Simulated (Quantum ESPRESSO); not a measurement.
# Dipole at the next field: Ta2NOF MXene, 1 layer

**Set-up.** Quantum ESPRESSO 7.5, PBEsol, GBRV ultrasoft; sawtooth field along the normal with dipole correction, ions clamped, threshold 1e-9 Ry; cell area 8.676 Å².

| field (V/Å) | dipole (e Å a cell) |
| --- | --- |
| 0 | −0.04938 |
| 0.1 | −0.02348 |
| 0.2 | 0.00235 |

**Question.** What is the dipole at 0.3 V/Å, and what electrostatic thickness 4πα/A follows from the rows?

By hand: The slope is (0.00235 − (−0.04938))/0.2 = 0.2586 e Å²/V, so 4πα/A = 180.95 × 0.2586/8.676 = 5.39 Å. Linear response gives p = −0.04938 + 0.2586 × (0.3) = 0.02821 e Å; a parabola through the three rows gives 0.02811.

What the calculation gave: p = 0.02831 e Å. The line misses by 0.1 % of the induced dipole and the parabola by 0.3 %. The response is linear over this range.

Caveats: Electrons alone respond; local and semilocal functionals tend to overscreen.
